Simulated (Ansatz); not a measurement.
# Lattice dynamics of (PbS)2(AgBr)2 [001] superlattice, started as rocksalt type, part 2 of 2

Wanted: phonon frequencies of (PbS)2(AgBr)2 [001] superlattice, started as rocksalt type and what follows from them.

Ansatz 0.2.0; DFT PBEsol, scalar-relativistic, plane waves, PAW.

So far. Step 4 (Tight relaxation): The largest force component left is 0.82 meV/Å and the pressure is 0.001 GPa, within the tolerances set. The cell now holds 24.26 Å³/atom. The relaxed cell has a = 4.155, c = 11.240 Å (conventional setting).

The structure was built from a prototype and need not be the compound's stable phase.

In doubt: the program warns that the response may not be converged on this k-mesh (step 5), which bears on the force constants and all frequencies.

## (5) Linear response at the zone centre

The zone centre is the only wavevector solved here; it holds the modes that light can see, as far as symmetry allows. The response to a homogeneous field gives the Born charges and the dielectric tensor, and its change with displacement the Raman tensors.

File input.yaml:

```yaml
crystal:
  lattice:
    - [2.9381894694, 2.9381894694, 0.0]
    - [-2.9381894694, 2.9381894694, 0.0]
    - [0.0, 0.0, 11.2397494631]
  atoms:
    - { symbol: Ag, position: [0.0, 0.0, 0.4819464659] }
    - { symbol: Ag, position: [0.5, 0.5, 0.7680535341] }
    - { symbol: Br, position: [0.5, 0.5, 0.5223717525] }
    - { symbol: Br, position: [1.0, 0.0, 0.7276282475] }
    - { symbol: Pb, position: [0.0, 0.0, -0.0017343119] }
    - { symbol: Pb, position: [0.5, 0.5, 0.2517343119] }
    - { symbol: S, position: [0.5, 0.5, -0.0083080665] }
    - { symbol: S, position: [1.0, 0.0, 0.2583080665] }
kpoints:
  mp_grid: { grid: [8, 8, 2] }
hamiltonian:
  xc: pbesol
scf:
  occupations: { method: fixed }
output:
  eigenvalues: true
phonons:
  method: dfpt
  dielectric: true
  rigid_motions: translations
  raman: true
```

Command:

```sh
$ ansatz run input.yaml --threads 4 --pin off --max-ram 14336MiB --backend cpu --events-out ev --progress --plain --runs-dir out
```

Numbers of over 12 decimals in the logs are rounded to 6 here.

Output:

```text
[...]
Crystal: 8 atoms, lattice volume = 194.065 Å³
Basis set: ecut = 420 eV, 3773 PW (Γ), exchange–correlation on 60×60×160 points (8 copies of the dense FFT grid, shifted against one another)
Bands: 56, of which v1, the nominal top of the filled ones, is band 46 counted from 1 (45 counted from 0)
Symmetry: 16 space group operations
k-points: 42 of 128 (irreducible under 2 space group operations, time reversal used)
[...]
SCF iter   1: F=—  HF=-45800.471485 eV  |F-HF|=—  |Δ(HF+E_count)|=         —  Δρ=5.14e-3  dr2=7.31e-2  ethr=1.77e-3  ⟨swp⟩=4.9  Hψ=7894  notcnv=0  defer=322
[...]
SCF iter   9: F=-45800.453712 eV  HF=-45800.453712 eV  |F-HF|=1.46e-11  |Δ(HF+E_count)|=   1.19e-9  Δρ=2.33e-7  dr2=8.85e-11  ethr=1.00e-12  ⟨swp⟩=14.5  Hψ=19024  notcnv=0
SCF 1 converged in 9 iterations: F = -45800.453712 eV  dr2 = 8.85e-11
[...]
DFPT response loops at Γ: preconditioner auto → Resta (q_TF=auto, 2.409 Å⁻¹)  ε∞=8.1 (no band partly filled); β = 1.00, the filter's whole step (`scf.mixing.beta` (0.50) is not read by the response loops at its default; to damp them type it under 1.00, their step now; it binds the ground state too); Broyden in place of MSR1
── the response to a field inside a basis, on 10×10×4 k-points: an SCF that follows is theirs, and a resumed run solves both again ──
Bands: 47, of which v1, the nominal top of the filled ones, is band 46 counted from 1 (45 counted from 0)
k-points: 30
[...]
Eigensolver: Dense (30 Hₖ)
[...]
SCF 1 converged in 8 iterations: F = -45800.119581 eV  dr2 = 4.47e-12
[...]
WARN: field response: the Raman tensors and χ⁽²⁾ stand inside a basis, whose 10×10×4 points do not settle the susceptibility there: take them as unconverged, whatever they are read to err by, and compare with a denser kpoints.mp_grid
WARN: field response: inside a basis, on 10×10×4 points, no mesh in reach settles it: take ε∞, Z* and everything formed from them with what they may err, as stated (eps_inf_uncertainty, zstar_uncertainty_e), and compare with field_mesh: kpoints on a denser kpoints.mp_grid
WARN: field response: ε∞ stands inside a basis, on 10×10×4 points; the force constants stand on the 8×8×2 k-mesh, whose period is 9.26 times the interband length at k = (0.0000, 0.3750, 0.0000), direct gap 1.396 eV, under 14: take them and everything formed from them as unconverged, and compare with a denser kpoints.mp_grid
SCF converged after 9 iterations
Free energy (F): -45800.453712 eV
[...]
Internal energy: -45800.453712 eV  (E = F + TS)
E sigma→0 (E₀):  -45800.453712 eV
Fermi energy:    8.621155 eV
[...]
--- Band table (eV; the first three rows and the last of 42) ---
  k-point 0: bands = [... 42 lower, 6.7081, 6.7081, 6.9360, 7.0417, 10.6159, 11.2384, 11.9357, 12.3859, ... 6 higher]
  k-point 1: bands = [... 42 lower, 6.6547, 6.8228, 6.8228, 7.0513, 10.0300, 10.2488, 12.8215, 13.1883, ... 6 higher]
  k-point 2: bands = [... 42 lower, 6.6835, 6.8981, 7.2190, 7.6076, 10.8921, 11.3977, 11.7354, 12.1044, ... 6 higher]
  k-point 41: bands = [... 42 lower, 6.3390, 6.3390, 6.7321, 6.7321, 10.3310, 10.3310, 12.9062, 12.9062, ... 6 higher]
--- Phonons (Γ-DFPT): 8 representative perturbations + reference, on 42 of 128 k-points (Σ response iterations 27) ---
  k mesh reduced under 2 symmetry operations, with k and −k counted as one. Each operation leaves every solved perturbation unchanged. A smaller set is not considered because the run solves the response to a homogeneous field
  ASR residual: 1.785e-4 → 0.000e0 eV/Å²; symmetrization residual: 1.567e-5 eV/Å²
  ASR residual per site (eV/Å²): 1.34e-4 1.34e-4 3.01e-5 3.01e-5 1.79e-4 1.79e-4 1.77e-5 1.77e-5
[...]
site 2:
[...]
site 3:
[...]
site 4:
[...]
site 5:
[...]
site 6:
[...]
-0.00000   -4.65653   -0.00000
         0.00000   -0.00000   -2.12140
    site 7:
        -4.65653    0.00000   -0.00000
        -0.00000   -4.65653   -0.00000
         0.00000   -0.00000   -2.12140
  Z* charge neutrality: 7.553e-2 e pre-enforcement
  solved inside a basis spanned on kpoints, on 10×10×4 k-points transformed towards the longest dipole, which do not settle them: ε∞ is read to err by 1.3e-1, Z* by 1.0e-1 e (field_mesh: kpoints solves on kpoints); Z* is corrected for what the basis lacks
  Raman tensors (in the event stream and the table raman_tensors.tsv): an entry may err by 3.9e1 Å², one of the second-order susceptibility by 8.4e-17 pm/V (basis, points and sum rule); their sum over the sites missed zero by 8.882e-16 Å² ahead of its enforcement
  optical modes at Γ without the LO–TO term, one row a degenerate level:
      ω (cm⁻¹)  modes    IR ((D/Å)²/amu)  static Raman (Å⁴/amu)  depolarisation
         20.28      2             1.0027                 0.0000               —
         27.26      2             0.0000                34.7788           0.750
         35.22      2             0.0000                 5.0449           0.750
         41.68      2            25.6330                 0.0000               —
         56.50      1             0.0000                62.1881           0.001
         81.37      2             0.0000                60.8819           0.750
         88.96      1             0.0000               161.3270           0.008
         89.72      1             3.0674                 0.0000               —
         90.55      2            49.9297                 0.0000               —
        108.09      2             0.0000                21.9964           0.750
        111.74      1             4.3583                 0.0000               —
        143.86      1             0.0000               754.2363           0.367
        217.28      1             0.0000              1015.8762           0.051
        229.20      1             6.8173                 0.0000               —
  optical modes at Γ + LO–TO along q̂ = [1.0000, 0.0000, 0.0000]:
      ω (cm⁻¹)  modes    IR ((D/Å)²/amu)  static Raman (Å⁴/amu)  depolarisation
         20.28      1             0.5014                 0.0000               —
         21.12      1             0.0031                 0.0000               —
         27.26      2             0.0000                34.7788           0.750
         35.22      2             0.0000                 5.0449           0.750
         41.68      1            12.8165                 0.0000               —
         56.50      1             0.0000                62.1881           0.001
         60.83      1             0.2779                 0.0000               —
         81.37      2             0.0000                60.8819           0.750
         88.96      1             0.0000               161.3270           0.008
         89.72      1             3.0674                 0.0000               —
         90.55      1            24.9648                 0.0000               —
        108.09      2             0.0000                21.9964           0.750
        111.74      1             4.3583                 0.0000               —
[...]
200.11      1            38.0017                 0.0000               —
[...]
optical modes at Γ + LO–TO along q̂ = [0.0000, 1.0000, 0.0000]:
      ω (cm⁻¹)  modes    IR ((D/Å)²/amu)  static Raman (Å⁴/amu)  depolarisation
[...]
optical modes at Γ + LO–TO along q̂ = [0.0000, 0.0000, 1.0000]:
      ω (cm⁻¹)  modes    IR ((D/Å)²/amu)  static Raman (Å⁴/amu)  depolarisation
[...]
41.68      2            25.6330                 0.0000               —
[...]
81.37      2             0.0000                60.8819           0.750
         88.96      1             0.0000               161.3270           0.008
         90.55      2            49.9297                 0.0000               —
         96.38      1             0.3734                 0.0000               —
        108.09      2             0.0000                21.9964           0.750
        133.17      1             4.6036                 0.0000               —
        143.86      1             0.0000               754.2363           0.367
        217.28      1             0.0000              1015.8762           0.051
        247.02      1             9.2660                 0.0000               —
```

Elapsed: 13 min, on 4 threads of Arm Neoverse V1, shared host; peak memory 3.2 GiB; 50 min of CPU time.

The column dr2 measures how far the density is from self-consistency, as an energy; F and HF (Harris–Foulkes) agree once it is small.

This step gave:

* sum-rule residual before enforcement: 1.79e-4 eV/Å²
* miss of the charge sum rule: 0.07553 e
* estimated error of the dielectric tensor: 0.1277
* estimated error of the Born charges: 0.1033 e
* point group: 4/mmm
* highest optical mode at the zone centre (no LO-TO term): 229.2 cm⁻¹
* lowest optical zone-centre mode: 20.28 cm⁻¹
* mean high-frequency dielectric constant: 11.77
* largest Born charge (third of the trace): 4.161 e
* mean static dielectric constant: 100.2
* top of the zone-centre spectrum with the field: 247.0 cm⁻¹

Without the LO-TO term. Patterns of degenerate modes are one choice out of their space. The modes at Γ (shares of kinetic energy by element, %):

| mode | frequency (cm⁻¹) | symmetry | Ag % | Br % | Pb % | S % |
| --- | --- | --- | --- | --- | --- | --- |
| 1 | 0.0 | acoustic | 25 | 19 | 49 | 8 |
| 2 | 0.0 | acoustic | 25 | 19 | 49 | 8 |
| 3 | 0.0 | acoustic | 25 | 19 | 49 | 8 |
| 4 | 20.3 | Eu | 55 | 5 | 33 | 7 |
| 5 | 20.3 | Eu | 55 | 5 | 33 | 7 |
| 6 | 27.3 | Eg | 95 | 4 | 1 | 0 |
| 7 | 27.3 | Eg | 95 | 4 | 1 | 0 |
| 8 | 35.2 | Eg | 1 | 0 | 94 | 6 |
| 9 | 35.2 | Eg | 1 | 0 | 94 | 6 |
| 10 | 41.7 | Eu | 16 | 66 | 11 | 8 |
| 11 | 41.7 | Eu | 16 | 66 | 11 | 8 |
| 12 | 56.5 | A1g | 25 | 10 | 62 | 2 |
| 13 | 81.4 | Eg | 3 | 83 | 1 | 13 |
| 14 | 81.4 | Eg | 3 | 83 | 1 | 13 |
| 15 | 89.0 | A1g | 61 | 0 | 31 | 7 |
| 16 | 89.7 | A2u | 27 | 23 | 49 | 1 |
| 17 | 90.5 | Eu | 3 | 10 | 8 | 78 |
| 18 | 90.5 | Eu | 3 | 10 | 8 | 78 |
| 19 | 108.1 | Eg | 2 | 13 | 5 | 81 |
| 20 | 108.1 | Eg | 2 | 13 | 5 | 81 |
| 21 | 111.7 | A2u | 43 | 57 | 0 | 0 |
| 22 | 143.9 | A1g | 4 | 89 | 6 | 1 |
| 23 | 217.3 | A1g | 10 | 0 | 0 | 90 |
| 24 | 229.2 | A2u | 5 | 2 | 2 | 92 |

Displacements in mode 5 (20.3 cm⁻¹), the largest set to 1:
```
Ag1  1.00  0.04  0.00
Ag2  1.00  0.04  0.00
Br3  0.35  0.01  0.00
Br4  0.35  0.01  0.00
Pb5 -0.56 -0.02  0.00
Pb6 -0.56 -0.02  0.00
S7  -0.64 -0.02  0.00
S8  -0.64 -0.02  0.00
```

Displacements in mode 12 (56.5 cm⁻¹), the largest set to 1:
```
Ag1  0.00  0.00 -0.87
Ag2  0.00  0.00  0.87
Br3  0.00  0.00  0.66
Br4  0.00  0.00 -0.66
Pb5  0.00  0.00 -1.00
Pb6  0.00  0.00  1.00
S7   0.00  0.00  0.49
S8   0.00  0.00 -0.49
```

High-frequency dielectric tensor, which the program warns is not settled by the k meshes in reach. Tensor:

|  | x | y | z |
| --- | --- | --- | --- |
| x | 12.43 | 0 | 0 |
| y | 0 | 12.43 | 0 |
| z | 0 | 0 | 10.46 |

Static dielectric tensor, which the program warns is not settled by the k meshes in reach. Tensor:

|  | x | y | z |
| --- | --- | --- | --- |
| x | 140.4 | 0 | 0 |
| y | 0 | 140.4 | 0 |
| z | 0 | 0 | 19.91 |

Optical modes at the zone centre, without and with the macroscopic field of the longitudinal modes; each column is sorted by frequency, so a row need not hold one and the same mode. Modes with and without the field, by row:

| rank among optical modes | no field (cm⁻¹) | q along (1, 0, 0) (cm⁻¹) | q along (0, 0, 1) (cm⁻¹) |
| --- | --- | --- | --- |
| 1 | 20.3 | 20.3 | 20.3 |
| 2 | 20.3 | 21.1 | 20.3 |
| 3 | 27.3 | 27.3 | 27.3 |
| 4 | 27.3 | 27.3 | 27.3 |
| 5 | 35.2 | 35.2 | 35.2 |
| 6 | 35.2 | 35.2 | 35.2 |
| 7 | 41.7 | 41.7 | 41.7 |
| 8 | 41.7 | 56.5 | 41.7 |
| 9 | 56.5 | 60.8 | 56.5 |
| 10 | 81.4 | 81.4 | 81.4 |
| 11 | 81.4 | 81.4 | 81.4 |
| 12 | 89 | 89 | 89 |
| 13 | 89.7 | 89.7 | 90.5 |
| 14 | 90.5 | 90.5 | 90.5 |
| 15 | 90.5 | 108.1 | 96.4 |
| 16 | 108.1 | 108.1 | 108.1 |
| 17 | 108.1 | 111.7 | 108.1 |
| 18 | 111.7 | 143.9 | 133.2 |
| 19 | 143.9 | 200.1 | 143.9 |
| 20 | 217.3 | 217.3 | 217.3 |
| 21 | 229.2 | 229.2 | 247 |

Born charge (rows field, columns displacement) (e), principal values of the symmetric part by kind of site:

| atom | atoms with these values | low | middle | high | mean |
| --- | --- | --- | --- | --- | --- |
| Ag1 | 2 | 1.57 | 1.57 | 1.57 | 1.57 |
| Br3 | 2 | -2.73 | -1.51 | -1.51 | -1.92 |
| Pb5 | 2 | 3.28 | 4.60 | 4.60 | 4.16 |
| S7 | 2 | -4.66 | -4.66 | -2.12 | -3.81 |

In full for Ag1:

```
1.57 0.00 0.00
0.00 1.57 0.00
0.00 0.00 1.57
```

Transverse modes. Infrared lines, with heights relative to the strongest:

| position (cm⁻¹) | relative intensity |
| --- | --- |
| 20 | 2.0 |
| 27 | 0.0 |
| 35 | 0.0 |
| 42 | 51 |
| 56 | 0.0 |
| 81 | 0.0 |
| 89 | 0.0 |
| 90 | 6.1 |
| 91 | 100 |
| 108 | 0.0 |
| 112 | 8.7 |
| 144 | 0.0 |
| 217 | 0.0 |
| 229 | 14 |

Activity x (w_L - w)^4 (n + 1)/w, 532 nm, 300 K; the log calls the Raman tensors unconverged in the k mesh, so the heights are rough; the tensors are static ones, while 532 nm light lies above the computed direct gap, where resonance would change the heights; modes without the macroscopic field alone. Raman lines, with heights relative to the strongest:

| position (cm⁻¹) | relative intensity |
| --- | --- |
| 20 | 0.0 |
| 27 | 100 |
| 35 | 8.9 |
| 42 | 0.0 |
| 56 | 44 |
| 81 | 22 |
| 89 | 50 |
| 90 | 0.0 |
| 91 | 0.0 |
| 108 | 4.8 |
| 112 | 0.0 |
| 144 | 99 |
| 217 | 67 |
| 229 | 0.0 |

Before it was imposed, the acoustic sum rule was missed by 1.8e-4 eV/Å² and the charge sum rule by 0.076 e. The charge miss is large and points to the mesh or the basis. The lowest optical mode is real, 20.3 cm⁻¹.

The log warns of the k mesh: “the force constants stand on the 8×8×2 k-mesh, whose period is 9.26 times the interband length at k = (0.0000, 0.3750, 0.0000), direct gap 1.396 eV, under 14: take them and everything formed from them as unconverged”.

## (6) Isotope substitution, element Ag, natural mass 107.868 amu

An isotope changes the mass and not the force constants, so no new electronic calculation is needed; the shifts show which modes move this element.

The same force constants with the mass of Ag changed from 107.868 to 108.905 u (phonopy, no LO-TO term). Both lists are sorted by frequency; levels can cross, so a row need not hold one and the same mode. Modes under 3 cm⁻¹ are left out. Isotope shifts, by row:

| q | rank | natural mass (cm⁻¹) | changed mass (cm⁻¹) |
| --- | --- | --- | --- |
| 0 0 0 | 4 | 20.28 | 20.22 |
| 0 0 0 | 5 | 20.28 | 20.22 |
| 0 0 0 | 6 | 27.26 | 27.14 |
| 0 0 0 | 7 | 27.26 | 27.14 |
| 0 0 0 | 8 | 35.22 | 35.22 |
| 0 0 0 | 9 | 35.22 | 35.22 |
| 0 0 0 | 10 | 41.68 | 41.65 |
| 0 0 0 | 11 | 41.68 | 41.65 |
| 0 0 0 | 12 | 56.5 | 56.43 |
| 0 0 0 | 13 | 81.37 | 81.36 |
| 0 0 0 | 14 | 81.37 | 81.36 |
| 0 0 0 | 15 | 88.96 | 88.7 |
| 0 0 0 | 16 | 89.72 | 89.6 |
| 0 0 0 | 17 | 90.55 | 90.54 |
| 0 0 0 | 18 | 90.55 | 90.54 |
| 0 0 0 | 19 | 108.1 | 108.1 |
| 0 0 0 | 20 | 108.1 | 108.1 |
| 0 0 0 | 21 | 111.7 | 111.5 |
| 0 0 0 | 22 | 143.9 | 143.8 |
| 0 0 0 | 23 | 217.3 | 217.2 |
| 0 0 0 | 24 | 229.2 | 229.2 |

A mode of this element alone would shift by -0.48 %. The highest zone-centre frequency without the field goes from 229.2 to 229.2 cm⁻¹ (-0.0 %). The product of the frequency ratios over all optical modes at Γ is 0.975; the product rule, (m/m′)^(3k/2) (M′/M)^(3/2) with k = 2 such atoms and M the mass of the cell, gives 0.975.

## (7) Isotope substitution, element Br, natural mass 79.904 amu

The same for Br, from 79.90 to 80.92 u.

A mode of this element alone would shift by -0.63 %. The highest zone-centre frequency without the field goes from 229.2 to 229.2 cm⁻¹ (-0.0 %). The product of the frequency ratios over all optical modes at Γ is 0.966; the product rule, (m/m′)^(3k/2) (M′/M)^(3/2) with k = 2 such atoms and M the mass of the cell, gives 0.966.

## (8) Isotope substitution, element Pb, natural mass 207.2 amu

The same for Pb, from 207.20 to 203.97 u.

A mode of this element alone would shift by +0.79 %. The highest zone-centre frequency without the field goes from 229.2 to 229.2 cm⁻¹ (+0.0 %). The product of the frequency ratios over all optical modes at Γ is 1.037; the product rule, (m/m′)^(3k/2) (M′/M)^(3/2) with k = 2 such atoms and M the mass of the cell, gives 1.036.

## (9) Isotope substitution, element S, natural mass 32.06 amu

The same for S, from 32.06 to 33.97 u.

A mode of this element alone would shift by -2.85 %. The highest zone-centre frequency without the field goes from 229.2 to 223.2 cm⁻¹ (-2.6 %). The product of the frequency ratios over all optical modes at Γ is 0.846; the product rule, (m/m′)^(3k/2) (M′/M)^(3/2) with k = 2 such atoms and M the mass of the cell, gives 0.846.

## (10) Outcome

```yaml
space_group_after_relaxation_within_0p01_a: P4/nmm
volume_per_atom: 24.3 Å³
gap_on_the_k_mesh: 0.912 eV
highest_optical_mode_at_the_zone_centre_no_lo_to_term: 229 cm⁻¹
top_of_the_zone_centre_spectrum_with_the_field: 247 cm⁻¹
lowest_optical_zone_centre_mode: 20.3 cm⁻¹
mean_high_frequency_dielectric_constant: 11.8
mean_static_dielectric_constant: 100
largest_born_charge_third_of_the_trace: 4.16 e
imaginary_modes_at_gamma_the_only_wavevector_solved: none
```

What this shows: The structure is stable against zone-centre distortions, since no mode there is imaginary; other wavevectors were not solved, so zone-boundary instabilities are untested. Without the field, the optical modes at Γ span 20 to 229 cm⁻¹. No dispersion was computed. The highest mode in this list at Γ, 229.2 cm⁻¹, is mostly motion of S (92 % of the kinetic energy). With the macroscopic field of the longitudinal modes the top of the zone-centre spectrum lies at 247 cm⁻¹, against 229 cm⁻¹ without it. Lattice motion raises the mean dielectric constant from 11.77 to 100.2. The strongest infrared line is at 91 cm⁻¹. Averaged over orientations, the strongest Raman line at 532 nm and 300 K is at 27 cm⁻¹. The tensors are the static, non-resonant ones, while 532 nm light (2.33 eV) lies above the computed gap. With the field response the log warns that the k mesh is coarse for the force constants too, so the frequencies may not be converged. In this run the field response is not settled by the k meshes in reach, so its dielectric tensor, Born charges and longitudinal modes are rough. The program warns that the Raman tensors are not converged in the k mesh, so the intensities are rough. Spin-orbit coupling is left out, which can matter for the heavy elements here. The starting cell was built on a prototype and not taken from a measurement, so the phase need not exist. These are harmonic frequencies at zero temperature: anharmonic shifts, linewidths and thermal expansion are left out.

[Logs are printed without paths, hosts, clocks, repeated set-up lines and the standing remarks that a program may print on its own settings, such as how far it seeks lower states.]

[Hosts, paths, dates, database ids (printed as entryN), source tags and the programs' standing remarks are cut or masked in the printed files.]
